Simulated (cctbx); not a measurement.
**SnGeSe4 with cctbx, script by script**

Library: cctbx 2025.11. The data are simulated by the first script.

## 1. Simulate the data

run.py:

```python
from cctbx import adptbx, crystal, miller, sgtbx, xray
from cctbx.array_family import flex
from iotbx.shelx import hklf
from scitbx import matrix
import scitbx.random

cs = crystal.symmetry(unit_cell=(5.619, 5.619, 9.817, 90, 90, 90), space_group_symbol='Hall: I -4')  # I-4
atoms = [  # label, site, U (iso, or U11 U22 U33 U12 U13 U23 in A^2), occupancy
    ("Sn1", (0.5, 0.5, 0), (0.0282, 0.0282, 0.0354, 0.0000, -0.0000, 0.0000), 1),
    ("Se1", (0.2487, 0.2588, 0.3778), (0.0102, 0.0187, 0.0244, -0.0024, 0.0023, -0.0078), 1),
    ("Ge1", (0.5, 0, 0.25), (0.0203, 0.0203, 0.0175, -0.0000, 0.0000, 0.0000), 1),
]
xs = xray.structure(crystal_symmetry=cs)
for label, site, u, occ in atoms:
    u = adptbx.u_cif_as_u_star(cs.unit_cell(), u) if isinstance(u, tuple) else u
    xs.add_scatterer(xray.scatterer(label, site=site, u=u, occupancy=occ))
xs.set_inelastic_form_factors(0.56087, "sasaki")
xs.show_summary()
p1 = xs.expand_to_p1()
ms = miller.build_set(p1, anomalous_flag=True, d_min=1.1)
flex.set_random_seed(665984)
scitbx.random.set_random_seed(665984)
ms = ms.select(flex.random_double(ms.size()) < 0.95)
i = ms.structure_factors_from_scatterers(p1, algorithm="direct").f_calc().as_intensity_array().data()
i = i * 5000 / flex.max(i)
sig = flex.sqrt(i + flex.pow2(0.015 * i) + 8 ** 2)
noise = scitbx.random.variate(scitbx.random.normal_distribution())(i.size())
data = ms.array(data=i + sig * noise, sigmas=sig).set_observation_type_xray_intensity()
with open("data.hkl", "w") as f:
    data.export_as_shelx_hklf(f)
print("reflections written:", data.size(), " <I/sigma> = %.1f" % flex.mean(data.data() / data.sigmas()))
for h, a, b in list(data.sort("data"))[:12]:
    print("%4d%4d%4d %9.1f %7.1f" % (h + (a, b)))
```

```console
$ python run.py
```

```text
Number of scatterers: 3
At special positions: 2
Unit cell: (5.619, 5.619, 9.817, 90, 90, 90)
Space group: I -4 (No. 82)
reflections written: 938  <I/sigma> = 7.4
   2  -2   0    5090.0   103.4
  -2  -2   0    4980.7   103.4
  -2   2   0    4957.0   103.4
   2   2   0    4806.5   103.4
   0  -2  -4    4620.1    93.8
   2   0  -4    4460.4    93.8
   2   0   4    4416.8    93.8
   0   2   4    4392.0    93.8
   0  -2   4    4278.1    93.8
   0   2  -4    4261.6    93.8
  -2   0  -4    4256.4    93.8
   1  -1   2    4018.0    86.5
```

Run time: 0.29 s on 1 thread of Arm Neoverse V2, on a shared host, peak memory 0.07 GiB.

## 2. Refinement (right model)

run.py:

```python
import math
from cctbx import adptbx, crystal, maptbx, sgtbx, xray
from cctbx.array_family import flex
from cctbx.xray import observations
from iotbx.shelx import hklf
from scitbx.lstbx import normal_eqns_solving
from smtbx import absolute_structure, utils
from smtbx.refinement import constraints, least_squares

cs = crystal.symmetry(unit_cell=(5.619, 5.619, 9.817, 90, 90, 90), space_group_symbol='Hall: I -4')  # I-4
atoms = [  # label, site, U (iso, or U11 U22 U33 U12 U13 U23 in A^2), occupancy
    ("Sn1", (0.5, 0.5, 0), 0.0200, 1),
    ("Se1", (0.2509, 0.2606, 0.3768), 0.0200, 1),
    ("Ge1", (0.5, 0, 0.25), 0.0200, 1),
]
xs = xray.structure(crystal_symmetry=cs)
for label, site, u, occ in atoms:
    u = adptbx.u_cif_as_u_star(cs.unit_cell(), u) if isinstance(u, tuple) else u
    xs.add_scatterer(xray.scatterer(label, site=site, u=u, occupancy=occ))
xs.set_inelastic_form_factors(0.56087, "sasaki")
raw = hklf.reader(file_name="data.hkl").as_miller_arrays(crystal_symmetry=cs, anomalous=True)[0]
merged = raw.eliminate_sys_absent().merge_equivalents()
fo2 = merged.array().set_observation_type_xray_intensity()
print("Rint %.3f, %d unique reflections to %.2f A" % (merged.r_int(), fo2.size(), fo2.d_min()))
for sc in xs.scatterers():
    sc.flags.set_grad_site(True)
    sc.flags.set_grad_u_aniso(sc.flags.use_u_aniso())
    sc.flags.set_grad_u_iso(sc.flags.use_u_iso())
obs = fo2.as_xray_observations()
extra = {}
rep = constraints.reparametrisation(xs, [], utils.connectivity_table(xs), **extra)
ls = least_squares.crystallographic_ls(obs, rep, weighting_scheme=least_squares.mainstream_shelx_weighting(a=0, b=0))
print("cycle     R1     wR2    GooF  max shift (A)")
for cycle in range(8):
    ls.build_up()
    r1, wr2, goof = ls.r1_factor(cutoff_factor=2)[0], ls.wR2(), ls.goof()
    old = xs.sites_cart()
    normal_eqns_solving.levenberg_marquardt_iterations(ls, n_max_iterations=3, tau=1e-06, step_threshold=1e-7)
    big = flex.max((xs.sites_cart() - old).norms())
    print("%4d %7.4f %7.4f %7.3f %9.5f" % (cycle + 1, r1, wr2, goof, big))
    ls.build_up(objective_only=True)
    if abs(ls.wR2() - wr2) < 5e-5 and big < 5e-4:
        break
ls.build_up()
print("final R1 %.4f wR2 %.4f GooF %.3f  parameters %d  data/parameter %.1f" % (ls.r1_factor(cutoff_factor=2)[0], ls.wR2(), ls.goof(), ls.n_parameters, fo2.size() / ls.n_parameters))
cov = ls.covariance_matrix_and_annotations()
su = dict(zip(cov.annotations, (math.sqrt(max(v, 0)) for v in cov.matrix.matrix_packed_u_diagonal())))
a2 = cs.unit_cell().reciprocal_parameters()[0] ** -2
print("atom        x        y        z      Ueq    occ   su(xyz)  su(Uiso or U11)")
for sc in xs.scatterers():
    s = max(su.get(sc.label + k, 0) for k in (".x", ".y", ".z"))
    npd = "" if sc.is_positive_definite_u(cs.unit_cell()) else "  NPD"
    print("%-5s %8.5f %8.5f %8.5f %8.4f %6.3f %8.5f %7.4f%s" % ((sc.label,) + sc.site + (sc.u_iso_or_equiv(cs.unit_cell()), sc.occupancy, s, su.get(sc.label + ".uiso", su.get(sc.label + ".u11", 0) * a2), npd)))
fo = fo2.f_sq_as_f()
fc = fo.structure_factors_from_scatterers(xs, algorithm="direct").f_calc()
diff = fo.f_obs_minus_f_calc(1 / math.sqrt(ls.scale_factor()), fc).average_bijvoet_mates()
m = diff.fft_map(symmetry_flags=maptbx.use_space_group_symmetry, resolution_factor=0.25).apply_volume_scaling()
print("difference map: max %.2f min %.2f rms %.2f" % (m.statistics().max(), m.statistics().min(), m.statistics().sigma()))
peaks = m.peak_search(parameters=maptbx.peak_search_parameters(min_distance_sym_equiv=0.6, max_clusters=6)).all()
near = xs.closest_distances(peaks.sites(), distance_cutoff=4)
sps = cs.special_position_settings(min_distance_sym_equiv=0.5)
for k, (x, h) in enumerate(zip(peaks.sites(), peaks.heights())):
    ss = sps.site_symmetry(x)
    print("Q%-3d %7.4f %7.4f %7.4f %4d %7.2f  %.2f A from %s" % ((k + 1,) + tuple(t % 1 for t in ss.exact_site()) + (ss.multiplicity(), h, near.smallest_distances[k], xs.scatterers()[near.i_seqs[k]].label)))
```

```console
$ python run.py
```

```text
Rint 0.029, 127 unique reflections to 1.10 A
cycle     R1     wR2    GooF  max shift (A)
   1  0.0491  0.1069   3.725   0.01569
   2  0.0350  0.0704   2.452   0.00094
   3  0.0350  0.0704   2.452   0.00007
final R1 0.0351 wR2 0.0704 GooF 2.452  parameters 6  data/parameter 21.2
atom        x        y        z      Ueq    occ   su(xyz)  su(Uiso or U11)
Sn1    0.50000  0.50000  0.00000   0.0284  1.000  0.00000  0.0022
Se1    0.24924  0.25844  0.37732   0.0179  1.000  0.00048  0.0007
Ge1    0.50000  0.00000  0.25000   0.0199  1.000  0.00000  0.0032
difference map: max 1.26 min -0.85 rms 0.26
Q1    0.1870  0.7310  0.1831    8    1.42  0.68 A from Se1
Q2    0.1973  0.7401  0.5625    8    1.19  0.69 A from Se1
Q3    0.1840  0.6865  0.8179    8    0.73  1.62 A from Ge1
Q4    0.1995  0.2642  0.0734    8    0.59  1.95 A from Se1
Q5    0.0555  0.5741  0.6785    8    0.58  0.87 A from Ge1
Q6    0.0942  0.7978  0.3194    8    0.58  2.04 A from Se1
```

Time: 0.5 s.

## 3. Simulate the data

run.py, as its changes from the last script of this kind:

```diff
@@ -20 +20 @@
-ms = miller.build_set(p1, anomalous_flag=True, d_min=1.1)
+ms = miller.build_set(p1, anomalous_flag=True, d_min=0.84)
```

```console
$ python run.py
```

```text
Number of scatterers: 3
At special positions: 2
Unit cell: (5.619, 5.619, 9.817, 90, 90, 90)
Space group: I -4 (No. 82)
reflections written: 2073  <I/sigma> = 5.5
   2  -2   0    5060.9   103.4
  -2  -2   0    4919.0   103.4
  -2   2   0    4913.8   103.4
   2   2   0    4905.0   103.4
  -2   0   4    4624.3    93.8
   0   2   4    4561.0    93.8
   0  -2  -4    4516.5    93.8
   2   0  -4    4479.2    93.8
   0   2  -4    4437.1    93.8
   2   0   4    4337.1    93.8
   0  -2   4    4327.3    93.8
  -2   0  -4    4233.2    93.8
```

Time: 0.26 s.

## 4. Refinement (right model)

run.py, as its changes from the last script of this kind:

```diff
@@ -13 +13 @@
-    ("Se1", (0.2509, 0.2606, 0.3768), 0.0200, 1),
+    ("Se1", (0.2461, 0.2621, 0.3768), 0.0200, 1),
@@ -20,0 +21 @@
+xs.convert_to_anisotropic()
```

```console
$ python run.py
```

```text
Rint 0.036, 276 unique reflections to 0.84 A
cycle     R1     wR2    GooF  max shift (A)
   1  0.0870  0.1618   4.631   0.02668
   2  0.0197  0.0344   0.984   0.00006
final R1 0.0197 wR2 0.0344 GooF 0.984  parameters 13  data/parameter 21.2
atom        x        y        z      Ueq    occ   su(xyz)  su(Uiso or U11)
Sn1    0.50000  0.50000  0.00000   0.0296  1.000  0.00000  0.0008
Se1    0.24882  0.25852  0.37766   0.0179  1.000  0.00015  0.0006
Ge1    0.50000  0.00000  0.25000   0.0203  1.000  0.00000  0.0011
difference map: max 0.48 min -0.67 rms 0.16
Q1    0.0115  0.2547  0.6622    8    0.51  1.57 A from Se1
Q2    0.0000  0.5000  0.7500    2    0.48  0.00 A from Ge1
Q3    0.0994  0.1482  0.7806    8    0.48  1.38 A from Se1
Q4    0.0833  0.7718  0.2002    8    0.48  1.18 A from Se1
Q5    0.1549  0.7232  0.4002    8    0.46  2.03 A from Sn1
Q6    0.0543  0.3839  0.2718    8    0.44  1.66 A from Se1
```

Time: 0.47 s.

## 5. Simulate the data

run.py, as its changes from the last script of this kind:

```diff
@@ -20 +20 @@
-ms = miller.build_set(p1, anomalous_flag=True, d_min=0.84)
+ms = miller.build_set(p1, anomalous_flag=True, d_min=0.6)
```

```console
$ python run.py
```

```text
Number of scatterers: 3
At special positions: 2
Unit cell: (5.619, 5.619, 9.817, 90, 90, 90)
Space group: I -4 (No. 82)
reflections written: 5689  <I/sigma> = 3.2
   2  -2   0    5030.9   103.4
   2   2   0    5018.9   103.4
  -2   2   0    5015.0   103.4
  -2  -2   0    4938.0   103.4
   0  -2  -4    4573.2    93.8
  -2   0   4    4457.4    93.8
   2   0  -4    4393.4    93.8
   0   2   4    4387.2    93.8
  -2   0  -4    4381.5    93.8
   2   0   4    4379.8    93.8
   0  -2   4    4297.1    93.8
   0   2  -4    4295.7    93.8
```

Time: 0.28 s.

## 6. Refinement (right model)

run.py, as its changes from the last script of this kind:

```diff
@@ -13 +13 @@
-    ("Se1", (0.2461, 0.2621, 0.3768), 0.0200, 1),
+    ("Se1", (0.2471, 0.2578, 0.3779), 0.0200, 1),
```

```console
$ python run.py
```

```text
Rint 0.053, 758 unique reflections to 0.60 A
cycle     R1     wR2    GooF  max shift (A)
   1  0.1118  0.1770   3.419   0.01064
   2  0.0315  0.0488   0.943   0.00015
final R1 0.0316 wR2 0.0488 GooF 0.943  parameters 13  data/parameter 58.3
atom        x        y        z      Ueq    occ   su(xyz)  su(Uiso or U11)
Sn1    0.50000  0.50000  0.00000   0.0304  1.000  0.00000  0.0005
Se1    0.24869  0.25879  0.37773   0.0178  1.000  0.00012  0.0003
Ge1    0.50000  0.00000  0.25000   0.0196  1.000  0.00000  0.0006
difference map: max 1.34 min -1.32 rms 0.35
Q1    0.0096  0.1302  0.6497    8    1.42  1.64 A from Sn1
Q2    0.1196  0.8365  0.7605    8    1.36  1.64 A from Se1
Q3    0.2088  0.2515  0.2063    8    1.29  1.70 A from Se1
Q4    0.0000  0.5000  0.2148    4    1.24  2.15 A from Se1
Q5    0.1606  0.7490  0.0083    8    1.23  1.21 A from Se1
Q6    0.0078  0.2374  0.5797    8    1.21  1.55 A from Sn1
```

Run time: 0.45 s on 1 thread of Arm Neoverse V2, on a shared host, peak memory 0.09 GiB.

[Logs are printed without paths, hosts, clocks, repeated set-up lines and the standing remarks that a program may print on its own settings, such as how far it seeks lower states.]
